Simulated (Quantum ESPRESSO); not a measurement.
# Canted and collinear textures of CrO2

The moments of CrO2 start in several directions and relax. Which textures last, and at what energy?

Main program and level: Quantum ESPRESSO 7.5; LDA with U = 3.5 eV on Cr d (ortho-atomic projectors); plane waves with GBRV 1.5 LDA potentials, no spin-orbit coupling.

### 1. Starting point

It takes space group P4_2/mnm (No. 136, tetragonal). The conventional cell has a = 4.421 Å, b = 4.421 Å, c = 2.917 Å, α = 90.00°, β = 90.00°, γ = 90.00°. Nearest to Cr lie 6 O at 1.88 to 1.92 Å. O has 3 Cr at 1.88 to 1.92 Å nearest. Farther neighbours and most contacts between anions are not listed.

The cell comes from the Crystallography Open Database.

### 2. Start 1: collinear parallel

pw.in reads:

```
&CONTROL
  calculation = 'scf'
  prefix = 'pwscf'
  outdir = './tmp'
  pseudo_dir = './pseudo'
  disk_io = 'nowf'
/
&SYSTEM
  ibrav = 0
  celldm(1) = 8
  nat = 6
  ntyp = 2
  ecutwfc = 34
  ecutrho = 238
  nbnd = 72
  occupations = 'smearing'
  smearing = 'fd'
  degauss = 0.00734986
  noncolin = .true.
  starting_magnetization(1) = 0.2143
  angle1(1) = 0
  angle2(1) = 0
  starting_magnetization(2) = 0
  nosym = .true.
/
&ELECTRONS
  conv_thr = 1.2d-08
  electron_maxstep = 150
  mixing_beta = 0.3
/
ATOMIC_SPECIES
Cr     51.9961 cr_lda_v1.5.uspp.F.UPF
O      15.9990 o_lda_v1.2.uspp.F.UPF
CELL_PARAMETERS alat
   1.0443098996213    0.0000000000000    0.0000000000000
   0.0000000000000    1.0443098996213    0.0000000000000
   0.0000000000000    0.0000000000000    0.6890413881917
ATOMIC_POSITIONS crystal
Cr      0.0000000000    0.0000000000    0.0000000000
Cr      0.5000000000    0.5000000000    0.5000000000
O       0.3010000000    0.3010000000    0.0000000000
O       0.1990000000    0.8010000000    0.5000000000
O       0.6990000000    0.6990000000    0.0000000000
O       0.8010000000    0.1990000000    0.5000000000
K_POINTS automatic
3 3 5 0 0 0
HUBBARD {ortho-atomic}
U Cr-3d 3.5000
```

Command:

```console
> OMP_NUM_THREADS=1 mpirun -n 2 pw.x -nk 2 -in pw.in > pw.out
```

The program printed:

```text
Program PWSCF v.7.5 starts

     K-points division:     npool     =       2
     Subspace diagonalization in iterative solution of the eigenvalue problem:

     bravais-lattice index     =            0
     lattice parameter (alat)  =       8.0000  a.u.
     unit-cell volume          =     384.7460 (a.u.)^3
     number of atoms/cell      =            6
     number of atomic types    =            2
     number of electrons       =        52.00
     number of Kohn-Sham states=           72
     kinetic-energy cutoff     =      34.0000  Ry
     charge density cutoff     =     238.0000  Ry
     scf convergence threshold =      1.2E-08
     mixing beta               =       0.3000
     number of iterations used =            8  plain     mixing
     Exchange-correlation= SLA  PZ   NOGX NOGC
                           (   1   1   0   0   0   0   0)
     Noncollinear calculation without spin-orbit

     Hubbard projectors: ortho-atomic
     Hubbard parameters of DFT+U (Dudarev formulation) in eV:
     U(Cr-3d) =  3.5000

     Internal variables: lda_plus_u =T, lda_plus_u_kind = 0

     Internal variables: orbital_resolved =F, hub_pot_fix =F, apply_U = F

     celldm(1)=   8.000000  celldm(2)=   0.000000  celldm(3)=   0.000000
     celldm(4)=   0.000000  celldm(5)=   0.000000  celldm(6)=   0.000000

     crystal axes: (cart. coord. in units of alat)
               a(1) = (   1.044310   0.000000   0.000000 )
               a(2) = (   0.000000   1.044310   0.000000 )
               a(3) = (   0.000000   0.000000   0.689041 )

     reciprocal axes: (cart. coord. in units 2 pi/alat)
               b(1) = (  0.957570  0.000000  0.000000 )
               b(2) = (  0.000000  0.957570  0.000000 )
               b(3) = (  0.000000  0.000000  1.451292 )

     PseudoPot. # 1 for Cr read from file:
     cr_lda_v1.5.uspp.F.UPF
     Pseudo is Ultrasoft + core correction, Zval = 14.0

     PseudoPot. # 2 for O  read from file:
     o_lda_v1.2.uspp.F.UPF
     Pseudo is Ultrasoft + core correction, Zval =  6.0

     atomic species   valence    mass     pseudopotential
     Cr               14.00    51.99610     Cr( 1.00)
     O                 6.00    15.99900     O ( 1.00)

     No symmetry found

   Cartesian axes

     site n.     atom                  positions (alat units)
         1        Cr     tau(   1) = (   0.0000000   0.0000000   0.0000000  )
         2        Cr     tau(   2) = (   0.5221549   0.5221549   0.3445207  )
         3        O      tau(   3) = (   0.3143373   0.3143373   0.0000000  )
         4        O      tau(   4) = (   0.2078177   0.8364922   0.3445207  )
         5        O      tau(   5) = (   0.7299726   0.7299726   0.0000000  )
         6        O      tau(   6) = (   0.8364922   0.2078177   0.3445207  )

     number of k points=    45  Fermi-Dirac smearing, width (Ry)=  0.0073
                       cart. coord. in units 2pi/alat
        k(    1) = (   0.0000000   0.0000000   0.0000000), wk =   0.0222222
        k(    2) = (   0.0000000   0.0000000   0.2902583), wk =   0.0222222
        k(    3) = (   0.0000000   0.0000000   0.5805167), wk =   0.0222222
        k(    4) = (   0.0000000   0.0000000  -0.5805167), wk =   0.0222222
        k(    5) = (   0.0000000   0.0000000  -0.2902583), wk =   0.0222222
        [... 40 further k-points ...]

     Dense  grid:    23891 G-vectors     FFT dimensions: (  45,  45,  27)

     Smooth grid:    10305 G-vectors     FFT dimensions: (  32,  32,  24)

     Check: negative core charge=   -0.000013
     Generating pointlists ...
     new r_m :   0.1834 (alat units)  1.4670 (a.u.) for type    1
     new r_m :   0.1834 (alat units)  1.4670 (a.u.) for type    2

     Initial potential from superposition of free atoms

     starting charge      50.0000, renormalised to      52.0000

     negative rho (up, down):  1.705E-03 0.000E+00

     STARTING HUBBARD OCCUPATIONS:

     ================= HUBBARD OCCUPATIONS ================
     ------------------------ ATOM    1 ------------------------
     Tr[ns(  1)] (up, down, total) =   3.40000  0.00000  3.40000
     [... lines left out ...]
     Atomic magnetic moment mx, my, mz =     0.000000    0.000000    3.400000
     ------------------------ ATOM    2 ------------------------
     Tr[ns(  2)] (up, down, total) =   3.40000  0.00000  3.40000
     [... lines left out ...]
     Atomic magnetic moment mx, my, mz =     0.000000    0.000000    3.400000

     Number of occupied Hubbard levels =    6.8000

 ==============================================================================
     atom number    1 relative position :    0.0000   0.0000   0.0000
     charge :    10.914168  (integrated on a sphere of radius 0.183)
     magnetization :          0.000000    0.000000    2.308086
     magnetization/charge:    0.000000    0.000000    0.211476
     polar coord.: r, theta, phi [deg] :     2.308086    0.000000  360.000000

 ==============================================================================

 ==============================================================================
     atom number    2 relative position :    0.5222   0.5222   0.3445
     charge :    10.913705  (integrated on a sphere of radius 0.183)
[...]
------------------------ ATOM    2 ------------------------
     Tr[ns(  2)] (up, down, total) =   2.54544  0.40469  2.95013
     [... lines left out ...]
     Atomic magnetic moment mx, my, mz =    -0.000000   -0.000000    2.140746

     Number of occupied Hubbard levels =    5.9003

     negative rho (up, down):  2.104E-03 0.000E+00

     total energy              =    -479.18432128 Ry
     estimated scf accuracy    <       3.43109991 Ry

     total magnetization       =    -0.00    -0.00     4.00 Bohr mag/cell
     absolute magnetization    =     4.56 Bohr mag/cell

     iteration #  2     ecut=    34.00 Ry     beta= 0.30
     Davidson diagonalization with overlap
     ethr =  6.60E-03,  avg # of iterations =  2.0

     negative rho (up, down):  1.917E-03 0.000E+00

     total energy              =    -479.81359494 Ry
     estimated scf accuracy    <       0.81393483 Ry

     total magnetization       =    -0.00     0.00     4.15 Bohr mag/cell
     absolute magnetization    =     5.81 Bohr mag/cell

     [... further iterations left out ...]

     iteration # 17     ecut=    34.00 Ry     beta= 0.30
     Davidson diagonalization with overlap
     ethr =  4.08E-11,  avg # of iterations =  1.0

     negative rho (up, down):  1.763E-03 0.000E+00

     total energy              =    -479.96948236 Ry
     estimated scf accuracy    <       0.00000003 Ry

     total magnetization       =    -0.00     0.00     4.00 Bohr mag/cell
     absolute magnetization    =     5.73 Bohr mag/cell

     iteration # 18     ecut=    34.00 Ry     beta= 0.30
     Davidson diagonalization with overlap
     ethr =  4.08E-11,  avg # of iterations =  1.0

     negative rho (up, down):  1.763E-03 0.000E+00

 ==============================================================================
     atom number    1 relative position :    0.0000   0.0000   0.0000
     charge :    10.523790  (integrated on a sphere of radius 0.183)
     magnetization :         -0.000000    0.000000    1.958649
     magnetization/charge:   -0.000000    0.000000    0.186116
     polar coord.: r, theta, phi [deg] :     1.958649    0.000000  360.000000

 ==============================================================================

 ==============================================================================
     atom number    2 relative position :    0.5222   0.5222   0.3445
     charge :    10.523275  (integrated on a sphere of radius 0.183)
     magnetization :         -0.000000    0.000000    1.958396
     magnetization/charge:   -0.000000    0.000000    0.186101
     polar coord.: r, theta, phi [deg] :     1.958396    0.000000  360.000000

 ==============================================================================

 ==============================================================================
     atom number    3 relative position :    0.3143   0.3143   0.0000
     charge :     5.205349  (integrated on a sphere of radius 0.183)
     magnetization :          0.000000   -0.000000   -0.193870
     magnetization/charge:    0.000000   -0.000000   -0.037244
     polar coord.: r, theta, phi [deg] :     0.193870  180.000000  360.000000

 ==============================================================================

 ==============================================================================
     atom number    4 relative position :    0.2078   0.8365   0.3445
     charge :     5.201141  (integrated on a sphere of radius 0.183)
     magnetization :          0.000000   -0.000000   -0.193795
     magnetization/charge:    0.000000   -0.000000   -0.037260
     polar coord.: r, theta, phi [deg] :     0.193795  180.000000  360.000000

 ==============================================================================

 ==============================================================================
     atom number    5 relative position :    0.7300   0.7300   0.0000
     charge :     5.205339  (integrated on a sphere of radius 0.183)
     magnetization :         -0.000000    0.000000   -0.193875
     magnetization/charge:   -0.000000    0.000000   -0.037245
     polar coord.: r, theta, phi [deg] :     0.193875  180.000000  360.000000

 ==============================================================================

 ==============================================================================
     atom number    6 relative position :    0.8365   0.2078   0.3445
     charge :     5.201149  (integrated on a sphere of radius 0.183)
     magnetization :          0.000000   -0.000000   -0.193792
     magnetization/charge:    0.000000   -0.000000   -0.037260
     polar coord.: r, theta, phi [deg] :     0.193792  180.000000  360.000000

 ==============================================================================

     End of self-consistent calculation

     ================= HUBBARD OCCUPATIONS ================
     ------------------------ ATOM    1 ------------------------
     Tr[ns(  1)] (up, down, total) =   3.26397  0.80652  4.07049
     [... lines left out ...]
     Atomic magnetic moment mx, my, mz =    -0.000000    0.000000    2.457456
     ------------------------ ATOM    2 ------------------------
     Tr[ns(  2)] (up, down, total) =   3.26396  0.80651  4.07047
     [... lines left out ...]
     Atomic magnetic moment mx, my, mz =    -0.000000    0.000000    2.457451

     Number of occupied Hubbard levels =    8.1410
     [... lines left out ...]
     the Fermi energy is     9.9971 ev

!    total energy              =    -479.96948237 Ry
     estimated scf accuracy    <          7.0E-09 Ry
     smearing contrib. (-TS)   =      -0.00325933 Ry
     internal energy E=F+TS    =    -479.96622304 Ry

     The total energy is F=E-TS. E is the sum of the following terms:
     one-electron contribution =    -203.03147471 Ry
     hartree contribution      =     127.22945417 Ry
     xc contribution           =     -72.90868445 Ry
     ewald contribution        =    -331.63635338 Ry
     Hubbard energy            =       0.38083532 Ry

     total magnetization       =    -0.00     0.00     4.00 Bohr mag/cell
     absolute magnetization    =     5.73 Bohr mag/cell

     convergence has been achieved in  18 iterations

=------------------------------------------------------------------------------=
   JOB DONE.
=------------------------------------------------------------------------------=
```

Wall time 2.2 min (2 MPI ranks of Intel Xeon Platinum 8175M at 2.50GHz (Skylake/Cascade Lake), shared host); peak memory 0.4 GiB.

Spin moment in the atom's sphere by atom:

```tsv
atom	x (μB)	y (μB)	z (μB)	size
Cr1	0.00	0.00	1.96	1.96
Cr2	0.00	0.00	1.96	1.96
O3	0.00	0.00	-0.19	0.19
O4	0.00	0.00	-0.19	0.19
O5	0.00	0.00	-0.19	0.19
O6	0.00	0.00	-0.19	0.19
```

Read from the output:

```yaml
smearing_term_ts: 0.04435 eV
magnetization: 0, 0, 4 μB
absolute_magnetization: 5.729 μB
final_state: ferromagnetic
```

### 3. Start 2: random 1

pw.in, as its differences from that of step 2:

```diff
@@ -11,3 +11,3 @@
   nat = 6
-  ntyp = 2
+  ntyp = 3
   ecutwfc = 34
@@ -20,5 +20,8 @@
   starting_magnetization(1) = 0.2143
-  angle1(1) = 0
-  angle2(1) = 0
-  starting_magnetization(2) = 0
+  angle1(1) = 125.871
+  angle2(1) = 5.239
+  starting_magnetization(2) = 0.2144
+  angle1(2) = 47.727
+  angle2(2) = 112.894
+  starting_magnetization(3) = 0
   nosym = .true.
@@ -31,3 +34,4 @@
 ATOMIC_SPECIES
-Cr     51.9961 cr_lda_v1.5.uspp.F.UPF
+Cr1    51.9961 cr_lda_v1.5.uspp.F.UPF
+Cr2    51.9961 cr_lda_v1.5.uspp.F.UPF
 O      15.9990 o_lda_v1.2.uspp.F.UPF
@@ -38,4 +42,4 @@
 ATOMIC_POSITIONS crystal
-Cr      0.0000000000    0.0000000000    0.0000000000
-Cr      0.5000000000    0.5000000000    0.5000000000
+Cr1     0.0000000000    0.0000000000    0.0000000000
+Cr2     0.5000000000    0.5000000000    0.5000000000
 O       0.3010000000    0.3010000000    0.0000000000
@@ -47,2 +51,3 @@
 HUBBARD {ortho-atomic}
-U Cr-3d 3.5000
+U Cr1-3d 3.5000
+U Cr2-3d 3.5000
```

The program printed:

```text
     [... lines left out ...]
Program PWSCF v.7.5 starts
     [... lines left out ...]
     number of atoms/cell      =            6
     [... lines left out ...]
     number of electrons       =        52.00
     number of Kohn-Sham states=           72
     kinetic-energy cutoff     =      34.0000  Ry
     charge density cutoff     =     238.0000  Ry
     scf convergence threshold =      1.2E-08
     [... lines left out ...]
     Noncollinear calculation without spin-orbit
     [... lines left out ...]
     No symmetry found
     [... lines left out ...]
     number of k points=    45  Fermi-Dirac smearing, width (Ry)=  0.0073
     [... lines left out ...]
     iteration # 41     ecut=    34.00 Ry     beta= 0.30
     [... lines left out ...]
     atom number    1 relative position :    0.0000   0.0000   0.0000
     [... lines left out ...]
     magnetization :          1.103525    1.607503    0.185046
     [... lines left out ...]
     atom number    2 relative position :    0.5222   0.5222   0.3445
[...]
magnetization :          1.102912    1.607547    0.185557
[...]
atom number    3 relative position :    0.3143   0.3143   0.0000
[...]
magnetization :         -0.109176   -0.159113   -0.018357
     [... lines left out ...]
     atom number    4 relative position :    0.2078   0.8365   0.3445
     [... lines left out ...]
     magnetization :         -0.109152   -0.159021   -0.018316
     [... lines left out ...]
     atom number    5 relative position :    0.7300   0.7300   0.0000
     [... lines left out ...]
     magnetization :         -0.109168   -0.159101   -0.018356
     [... lines left out ...]
     atom number    6 relative position :    0.8365   0.2078   0.3445
     [... lines left out ...]
     magnetization :         -0.109161   -0.159034   -0.018318
     [... lines left out ...]
     Tr[ns(  1)] (up, down, total) =   2.15134  1.91916  4.07050
     [... lines left out ...]
     Tr[ns(  2)] (up, down, total) =   2.15165  1.91882  4.07047
     [... lines left out ...]
     the Fermi energy is     9.9972 ev
!    total energy              =    -479.96948237 Ry
     estimated scf accuracy    <          6.6E-09 Ry
     smearing contrib. (-TS)   =      -0.00325743 Ry
     [... lines left out ...]
     total magnetization       =     2.25     3.28     0.38 Bohr mag/cell
     absolute magnetization    =     5.73 Bohr mag/cell
     convergence has been achieved in  41 iterations
```

Wall time 6.6 min (2 MPI ranks); peak memory 0.41 GiB; 13 min of CPU time.

Spin moment in the atom's sphere by atom:

```tsv
atom	x (μB)	y (μB)	z (μB)	size
Cr1	1.10	1.61	0.18	1.96
Cr2	1.10	1.61	0.19	1.96
O3	-0.11	-0.16	-0.02	0.19
O4	-0.11	-0.16	-0.02	0.19
O5	-0.11	-0.16	-0.02	0.19
O6	-0.11	-0.16	-0.02	0.19
```

This step gave:

```yaml
smearing_term_ts: 0.04432 eV
magnetization: 2.253, 3.283, 0.378 μB
absolute_magnetization: 5.729 μB
final_state: ferromagnetic
```

[end of part 1 of 2]

[Logs and program files are shortened in this print: banners, set-up blocks, solver, clock and traceback lines can be left out without a mark of their own.]

[Logs are printed without paths, hosts, clocks, repeated set-up lines and the standing remarks that a program may print on its own settings, such as how far it seeks lower states.]

[Hosts, paths, dates, database ids (printed as entryN), source tags and the programs' standing remarks are cut or masked in the printed files.]

[Where a cell is said to come from a database of computed structures, the database is the Materials Project.]
